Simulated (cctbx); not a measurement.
# Accept or mend?

Cell a = 12.0790 Å, b = 12.0790 Å, c = 12.0790 Å, α = 90.00°, β = 90.00°, γ = 90.00°; space group Fd-3m (no. 227, origin choice 1). The compound is CaMn2Te4.

Simulated single-crystal data (cctbx): Mo Kα, λ = 0.71073 Å, to d = 0.6 Å, 80 % of the full sphere, strongest reflection 40000 counts, noise from counting, a 1.5 % proportional error and a noise floor of 4 counts (s.d.); no absorption.

An anisotropic refinement with weights 1/σ² prints:

```text
Rint 0.021, 242 unique reflections to 0.60 A
cycle     R1     wR2    GooF  max shift (A)
   1  0.0383  0.0877  10.228   0.00016
   2  0.0244  0.0610   7.115   0.00000
final R1 0.0244 wR2 0.0610 GooF 7.115  parameters 6  data/parameter 40.3
atom        x        y        z      Ueq    occ   su(xyz)  su(Uiso or U11)
Te1    0.36861  0.36861  0.36861   0.0051  1.000  0.00002  0.0001
Ti1    0.12500  0.12500  0.12500   0.0022  1.000  0.00000  0.0002
Ca1    0.00000  0.00000  0.50000   0.0080  1.000  0.00000  0.0004
difference map: max 5.96 min -0.95 rms 0.38
Q1    0.1250  0.1250  0.1250   16    6.01  0.00 A from Ti1
Q2    0.0355  0.0355  0.0355   32    0.50  1.87 A from Ti1
Q3    0.0603  0.0603  0.1580   96    0.48  1.17 A from Ti1
Q4    0.0000  0.0000  0.0000    8    0.44  2.48 A from Te1
Q5    0.0495  0.1674  0.1674   96    0.43  1.16 A from Ti1
Q6    0.0335  0.1082  0.1082   96    0.35  1.14 A from Ti1
```

**Question.** Can this result stand? If not, what is the likely fault?

Mend it. The fault: wrong element: Ti1 is Mn. Against the right model at the same level, R1 goes from 0.0041 to 0.0244 and GooF from 0.97 to 7.12, U of Ti1 shrinks from 0.0055 to 0.0022 Å² and the top difference peak, 6.0 e/Å³, lies on Ti1. Ti1 has 3 electrons too few and its U shrinks to make up, as expected.

The compound is CaMn2Te4. The right model at the same level gives:

```text
Rint 0.021, 242 unique reflections to 0.60 A
cycle     R1     wR2    GooF  max shift (A)
   1  0.0049  0.0105   1.225   0.00007
   2  0.0041  0.0083   0.971   0.00000
final R1 0.0041 wR2 0.0083 GooF 0.971  parameters 6  data/parameter 40.3
atom        x        y        z      Ueq    occ   su(xyz)  su(Uiso or U11)
Te1    0.36860  0.36860  0.36860   0.0049  1.000  0.00000  0.0000
Mn1    0.12500  0.12500  0.12500   0.0055  1.000  0.00000  0.0000
Ca1    0.00000  0.00000  0.50000   0.0076  1.000  0.00000  0.0001
difference map: max 0.38 min -0.38 rms 0.07
Q1    0.0281  0.0281  0.0281   32    0.39  2.03 A from Mn1
Q2    0.0087  0.1678  0.3322   96    0.26  1.61 A from Te1
Q3    0.0396  0.0396  0.1244   96    0.22  1.46 A from Mn1
Q4    0.0589  0.0589  0.1731   96    0.21  1.27 A from Mn1
Q5    0.0426  0.1871  0.6871   96    0.20  2.31 A from Te1
Q6    0.0726  0.1254  0.1254   96    0.19  0.63 A from Mn1
```

This is a model crystal, built by substitution and not relaxed, with assumed displacement parameters.

[Middle refinement cycles are left out of these outputs.]

[Logs are printed without paths, hosts, clocks, repeated set-up lines and the standing remarks that a program may print on its own settings, such as how far it seeks lower states.]
